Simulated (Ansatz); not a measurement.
# LaAs (model cell, started as zinc blende): from the cell to its phonons, part 3 of 3

Wanted: phonon frequencies of LaAs (model cell, started as zinc blende) and what follows from them.

Ansatz 0.2.0; DFT r2SCAN, scalar-relativistic, plane waves, PAW.

So far. Step 3 (Relaxing to small forces for the phonons): The forces vanish by symmetry and the pressure is 0.009 GPa, within the tolerances set. The cell now holds 39.30 Å³/atom. Step 4 (Zone-centre response): Before it was imposed, the acoustic sum rule was missed by 1.6e-4 eV/Å² and the charge sum rule by 2.1e-4 e. Small misses are needed for a sound result but don't prove that mesh and cutoff are converged. The lowest optical mode is real, 165 cm⁻¹. The relaxed cell has a = 6.800 Å (conventional setting).

The structure was built from a prototype and need not be the compound's stable phase.

## (5) Response at finite wavevector

Stability and thermal properties need the whole zone. Linear response on a 4×4×4 q mesh gives force constants as far as a supercell of that size would, and the tensors from the zone-centre run are typed in so that the long-range dipole term is interpolated apart.

Contents of input.yaml:

```yaml
crystal:
  lattice:
    - [0.0, 3.399941309, 3.399941309]
    - [3.399941309, 0.0, 3.399941309]
    - [3.399941309, 3.399941309, 0.0]
  atoms:
    - { symbol: La, position: [0.0, 0.0, 0.0] }
    - { symbol: As, position: [0.25, 0.25, 0.25] }
kpoints:
  mp_grid: { grid: [8, 8, 8] }
hamiltonian:
  xc: r2scan
scf:
  occupations: { method: fixed }
output:
  eigenvalues: true
phonons:
  method: dfpt
  qmesh: [4, 4, 4]
  temperatures: { t_max: 1000, t_step: 50 }
  qpath:
    path:
      - [[0.0, 0.0, 0.0], [-0.5, -0.5, 0.0], [-0.375, -0.375, 0.25]]
      - [[-0.375, 0.0, 0.375], [0.0, 0.0, 0.0], [0.0, 0.0, 0.5], [-0.5, -0.25, 0.25], [-0.5, -0.5, 0.0]]
    npoints: 10
  non_analytic_term:
    high_frequency_dielectric_tensor: [[7.3681, 0.0, 0.0], [0.0, 7.3681, 0.0], [0.0, 0.0, 7.3681]]
    born_effective_charges:
      - { species: La, tensor: [[3.1673, 0.0, 0.0], [0.0, 3.1673, 0.0], [0.0, 0.0, 3.1673]] }
      - { species: As, tensor: [[-3.1673, 0.0, 0.0], [0.0, -3.1673, 0.0], [0.0, 0.0, -3.1673]] }
    source: "zone-centre run at this cell"
```

On the command line:

```bash
$ ansatz run input.yaml --threads 4 --pin off --max-ram 7168MiB --backend cpu --events-out ev --progress --plain --runs-dir out
```

Numbers of over 12 decimals in the logs are rounded to 6 here.

The log of the run:

```text
Warning: phonons: the dynamical matrix that this run interpolates holds no multipole term above the dipole-dipole one, and a site of this crystal is no centre of inversion, so its interpolated transverse optical and acoustic branches and sound speeds can stay off near Gamma, and the density of states and the thermodynamics with them. What a run solves at a wave vector of phonons.qpoints, Gamma apart, where the deck admits one, is free of this, and under fd what a larger phonons.supercell samples
[...]
Crystal: 2 atoms, lattice volume = 78.604 Å³
Basis set: ecut = 500 eV, 1989 PW (Γ), exchange–correlation on 180×180×180 points (125 copies of the dense FFT grid, shifted against one another)
Bands: 17, of which v1, the nominal top of the filled ones, is band 13 counted from 1 (12 counted from 0)
Symmetry: 24 space group operations
k-points: 95 of 512 (irreducible under 4 space group operations, time reversal used)
[...]
SCF iter   1: F=—  HF=-11131.909299 eV  |F-HF|=—  |Δ(HF+E_count)|=         —  Δρ=8.18e-3  dr2=1.09e-1  dr2_τ=8.00e-3  ethr=1.77e-3  ⟨swp⟩=3.7  Hψ=6287  notcnv=0  defer=89
[...]
SCF iter   9: F=-11131.908000 eV  HF=-11131.908000 eV  |F-HF|=1.82e-12  |Δ(HF+E_count)|=  1.82e-11  Δρ=3.28e-8  dr2=8.21e-13  dr2_τ=1.70e-14  ethr=1.00e-12  ⟨swp⟩=8.4  Hψ=9266  notcnv=0
SCF 1 converged in 9 iterations: F = -11131.908000 eV  dr2 = 8.21e-13
[...]
NSCF: frozen V_eff on 29 k-points
[...]
DFPT response loops at q = (0, 0, 0.25) (fractional): preconditioner auto → Resta (q_TF=auto, 2.269 Å⁻¹)  ε∞=6.0 (no band partly filled); β = 1.00, the filter's whole step (`scf.mixing.beta` (0.50) is not read by the response loops at its default; to damp them type it under 1.00, their step now; it binds the ground state too); Broyden in place of MSR1
[...]
SCF converged after 9 iterations
Free energy (F): -11131.908000 eV
[...]
Internal energy: -11131.908000 eV  (E = F + TS)
E sigma→0 (E₀):  -11131.908000 eV
Fermi energy:    6.006776 eV
[...]
--- Band table (eV; the first three rows and the last of 95) ---
  k-point 0: bands = [... 9 lower, -3.3321, 4.8105, 4.8105, 4.8105, 7.9664, 9.0792, 9.0792, 9.0792]
  k-point 1: bands = [... 9 lower, -3.2516, 4.7050, 4.8760, 4.8760, 8.2473, 8.9880, 8.9880, 9.0674]
  k-point 2: bands = [... 9 lower, -3.0659, 4.6157, 5.0261, 5.0261, 8.6211, 8.8764, 8.8764, 9.0491]
  k-point 94: bands = [... 9 lower, -2.6462, 4.8772, 5.0520, 6.0068, 7.6904, 8.8285, 8.9985, 9.0778]
[...]
ASR residual: 3.509e-5 → 0.000e0 eV/Å²; symmetrization residual: 4.684e-6 eV/Å²
  ASR residual per site (eV/Å²): 1.44e-5 3.51e-5
  Γ frequencies (cm⁻¹): 0.00 0.00 0.00 165.44 165.44 165.44
--- Phonons (arbitrary-q DFPT): 8 irreducible q on the 4×4×4 mesh ---
  q = [0.0000, 0.0000, 0.0000] (star 1, of the zone-centre solve; hermiticity 1.91e-6, symmetrization 6.17e-13): -0.00 -0.00 -0.00 165.44 165.44 165.44
  q = [0.0000, 0.0000, 0.2500] (star 8, 2 solved perturbations on 288 of 512 k-point pairs; hermiticity 2.31e-6, symmetrization 4.29e-12): 18.77 18.77 74.25 164.08 164.08 200.07
[...]
q = [0.0000, 0.2500, 0.2500] (star 6, 4 solved perturbations in 528 linear systems a pass and spin channel, the states on 164 of 512 k-point pairs; hermiticity 4.97e-6, symmetrization 1.27e-12): 33.91 33.91 78.40 160.44 160.44 199.27
[...]
sum rule: each row above includes the acoustic sum rule's correction from the zone centre's row sums; it moved no ω² by more than (0.36 cm⁻¹)²
  mesh force constants: q→R imaginary residual 1.75e-18; ASR residual 3.509e-5 → 0.000e0 eV/Å²; symmetrization residual 2.665e-15 eV/Å²
  interpolated dispersion: 63 rows × 6 modes
  density of states and harmonic sums: on the 16×16×16 q-mesh, interpolated from the force constants of a 4×4×4 supercell (with the dipole–dipole term of supplied tensors)
  largest difference from the sums on the solved wave vectors: F 8.59e-3 eV, S 1.17e-5 and C_V 3.13e-6 eV/K
  zero-point energy: 0.043293 eV/cell   skipped modes (ω ≤ 0): 8, of them read as no rigid motion or as one in doubt: 5 (9.766e-3 modes/cell left out, lowest -3.23 cm⁻¹)   left out of the sums: 1.75e-3 of the cell's modes: C_V's classical limit lies that fraction below 3 k_B per atom; for a crystal, a wire or a layer, F and S can be off by more, and a phonons.interpolated_qmesh denser along its periods is the remedy for the sampling
```

Run time: 13 min. Hardware: 4 threads of Arm Neoverse V2, shared host; peak memory 3.5 GiB; 50 min of CPU time.

This step gave:

```
sum-rule residual before enforcement                    : 3.51e-5 eV/Å²
lowest frequency on the path                            : -3.123 cm⁻¹
highest frequency on the path or at a solved wavevector : 211.9 cm⁻¹
lowest mode on the q mesh (acoustic modes at Γ apart)   : 18.77 cm⁻¹
```

Frequencies (cm⁻¹) solved at each irreducible wavevector; negative means imaginary. Frequencies by wavevector, by row:

```
q in reciprocal lattice units  star  mode 1  mode 2  mode 3  mode 4  mode 5  mode 6
                        0 0 0     1       0       0       0   165.4   165.4   165.4
                     0 0 0.25     8    18.8    18.8    74.2   164.1   164.1   200.1
                     0 0 -0.5     4    27.6    27.6   124.4   162.7   162.7   174.9
                  0 0.25 0.25     6    33.9    33.9    78.4   160.4   160.4   199.3
                  0 0.25 -0.5    24    42.3    64.5   116.9   158.3   158.8   175.8
                 0 0.25 -0.25    12    30.8    64.9   101.6   160.8     162   182.5
                  0 -0.5 -0.5     3    53.3    53.3   135.5   153.9   153.9     169
              0.25 -0.5 -0.25     6    66.1    70.3   124.8   156.3   159.5   163.4
```

Interpolated from a 4×4×4 q mesh, with the LO-TO term (at Γ the limit along the path; where Γ stands inside the path, tables give the limit on arrival). The phonon branches at the labelled points (cm⁻¹):

```
    point  branch 1  branch 2  branch 3  branch 4  branch 5  branch 6
        Γ         0         0         0       165       165       212
  halfway        34        34        78       160       160       199
        X        53        53       136       154       154       169
  halfway        51        63       133       155       155       168
        U        45        76       126       157       158       167
jump to K        45        76       126       157       158       167
  halfway        22        48        81       163       164       194
        Γ         0         0         0       165       165       212
  halfway        19        19        74       164       164       200
        L        28        28       124       163       163       175
  halfway        41        63       121       159       161       172
        W        66        70       125       156       160       163
  halfway        60        61       130       156       156       167
        X        53        53       136       154       154       169
```

The phonon branches as a text plot (rows in cm⁻¹):

```
    207 |******                   **********
    198 |      *                 *          **
    190 |       **             **             *
    181 |         **         **                **
    172 |           *********                    ********     ***
    163 |*******           ***********************************
    154 |       ***********                            **********
    145 |
    136 |            ***                                      ***
    127 |           *   ***                      ****    *****
    118 |         **       **                   *    ****
    109 |        *           **                *
    100 |                                     *
     91 |       *              *             *
     82 |      *           *    *
     73 |               *** *               *          *****
     64 |    **        *     **  *         *          *  *****
     55 |         ******       *                     *  *     ***
     46 |   *   **      ***     * **      *         *  *
     37 |  *   *           **    *  *              * **
     28 |    **              ***  **     *    *******
     19 | *                     **  **  *   **
     10 |   *                     ** *    **
      1 |***                        ******
         Γ           X  U|K            Γ         L        W     X
```

The phonon density of states has structure finer than the step of the table below, so its rows give means over 5 cm⁻¹, whole bins alone (the curve runs from -3 to 211 cm⁻¹). Peaks (cm⁻¹: height): 51.0: 0.0475, 121.0: 0.0620, 161.0: 0.263.

Tetrahedra on a 16×16×16 mesh, mean over bins of 2 cm-1. Interpolated from a 4×4×4 q mesh. The phonon density of states by wavenumber; means over each step:

```
wavenumber (cm⁻¹)  phonon density of states (1/cm⁻¹/cell)
                0                                 0.00159
                5                                 0.00272
               10                                 0.00504
               15                                 0.00848
               20                                  0.0129
               25                                  0.0217
               30                                  0.0378
               35                                  0.0415
               40                                  0.0434
               45                                  0.0449
               50                                  0.0465
               55                                  0.0404
               60                                  0.0323
               65                                  0.0294
               70                                  0.0325
               75                                  0.0219
               80                                 0.00657
               85                                 0.00682
               90                                 0.00797
               95                                 0.00942
              100                                  0.0112
              105                                  0.0137
              110                                  0.0174
              115                                  0.0250
              120                                  0.0456
              125                                  0.0243
              130                                 0.00744
              135                                 0.00124
              140                                       0
              145                                       0
              150                                  9.9e-5
              155                                  0.0828
              160                                   0.224
              165                                   0.105
              170                                  0.0402
              175                                  0.0419
              180                                  0.0275
              185                                  0.0212
              190                                  0.0177
              195                                  0.0149
              200                                  0.0120
              205                                 0.00860
```

Phonopy on the run's constants, 15x15x15 mesh, Gaussian sigma 2.0 cm-1. Interpolated from a 4×4×4 q mesh. Table of partial phonon density of states by wavenumber; read off at these points; values in 1/cm⁻¹/cell:

```
wavenumber (cm⁻¹)       As       La
            -10.0   6.7e-7   1.3e-6
             -5.0   3.4e-4   6.2e-4
              0.0   5.6e-4  0.00102
              5.0  0.00106  0.00189
             10.0  0.00183  0.00322
             15.0  0.00311  0.00541
             20.0  0.00521  0.00890
             25.0  0.00776   0.0128
             30.0   0.0150   0.0240
             35.0   0.0159   0.0251
             40.0   0.0167   0.0262
             45.0   0.0164   0.0254
             48.8   0.0195   0.0303
             50.0   0.0187   0.0289
             55.0   0.0164   0.0257
             60.0   0.0113   0.0180
             65.0   0.0115   0.0185
             70.0   0.0121   0.0188
             75.0  0.00904   0.0147
             80.0  0.00271  0.00525
             85.0  0.00226  0.00490
             90.0  0.00236  0.00528
             95.0  0.00298  0.00707
            100.0  0.00318  0.00814
            105.0  0.00340  0.00952
            110.0  0.00403   0.0130
            115.0  0.00460   0.0186
            120.0  0.00665   0.0384
            121.4  0.00606   0.0394
            125.0  0.00241   0.0234
            130.0   4.1e-4  0.00741
            135.0   5.0e-5   0.0017
            140.0        0   2.7e-5
            145.0        0        0
            150.0   9.1e-4   6.3e-4
            155.0   0.0499   0.0339
            160.0    0.133   0.0833
            160.7    0.137   0.0851
            165.0   0.0705   0.0353
            170.0   0.0360  0.00510
            175.0   0.0327  0.00739
            180.0   0.0203  0.00610
            185.0   0.0160  0.00586
            190.0   0.0130  0.00544
            195.0   0.0102  0.00466
            200.0  0.00789  0.00386
            205.0  0.00572  0.00292
            210.0  0.00249  0.00131
            215.0   8.7e-5   4.9e-5
            220.0        0        0
```

Second derivatives of the energy by pair, one row for each kind of neighbour of each atom listed. Each entry sums the pair over the periodic images of the supercell that the q mesh stands for, and in a polar crystal it holds the long-range dipole part too. Force constants by pair, by row:

```
atom  neighbour  distance (Å)  third of the trace (eV/Å²)  along the pair's line (eV/Å²)
 La1     itself             0                       6.733                              –
 La1         As         2.944                      -1.425                          -3.42
 La1         La         4.808                     -0.0831                        -0.5864
 La1         As         5.638                      -0.026                          0.192
 La1         La           6.8                     -0.0227                        -0.1183
 La1         As          7.41                      0.0599                         0.1736
 As2     itself             0                       5.584                              –
 As2         La         2.944                      -1.425                          -3.42
 As2         As         4.808                      0.0097                        -0.4729
 As2         La         5.638                      -0.026                          0.192
 As2         As           6.8                     -0.0186                        -0.0994
 As2         La          7.41                      0.0599                         0.1736
```

Symmetry leaves 8 wavevectors to solve. The lowest mode among them, the acoustic zeros apart, lies at q = (0, 0, 0.25) and is real, 18.8 cm⁻¹.

## (6) Results

| Property | Result |
| --- | --- |
| space group after relaxation (within 0.01 Å) | F-43m |
| volume per atom | 39.3 Å³ |
| gap on the k-mesh | 1.68 eV |
| highest optical mode at the zone centre (no LO-TO term) | 165 cm⁻¹ |
| top of the zone-centre spectrum with the field | 212 cm⁻¹ |
| lowest optical zone-centre mode | 165 cm⁻¹ |
| mean high-frequency dielectric constant | 7.37 |
| mean static dielectric constant | 12.1 |
| largest Born charge (third of the trace) | 3.17 e |
| lowest mode on the q mesh (acoustic modes at Γ apart) | 18.8 cm⁻¹ |
| highest frequency on the path or at a solved wavevector | 212 cm⁻¹ |
| imaginary modes on the 4×4×4 q mesh | none |

No mode is imaginary at the 8 irreducible wavevectors solved, but between them the interpolated path dips to 3.1i cm⁻¹, so stability is not settled. Without the field, the optical modes at Γ form one degenerate level at 165 cm⁻¹. The highest mode in this list at Γ, 165.4 cm⁻¹, has its largest share on As (65 % of the kinetic energy). With the macroscopic field of the longitudinal modes the top of the zone-centre spectrum lies at 212 cm⁻¹, against 165 cm⁻¹ without it. Lattice motion raises the mean dielectric constant from 7.368 to 12.08. The strongest infrared line is at 165 cm⁻¹. The program warns that the interpolation holds no quadrupole term, so branches close to Γ can be off in this crystal. Spin-orbit coupling is left out, which can matter for the heavy elements here. The starting cell was built on a prototype and not taken from a measurement, so the phase need not exist. These are harmonic frequencies at zero temperature: anharmonic shifts, linewidths and thermal expansion are left out.

[Logs are printed without paths, hosts, clocks, repeated set-up lines and the standing remarks that a program may print on its own settings, such as how far it seeks lower states.]

[Hosts, paths, dates, database ids (printed as entryN), source tags and the programs' standing remarks are cut or masked in the printed files.]
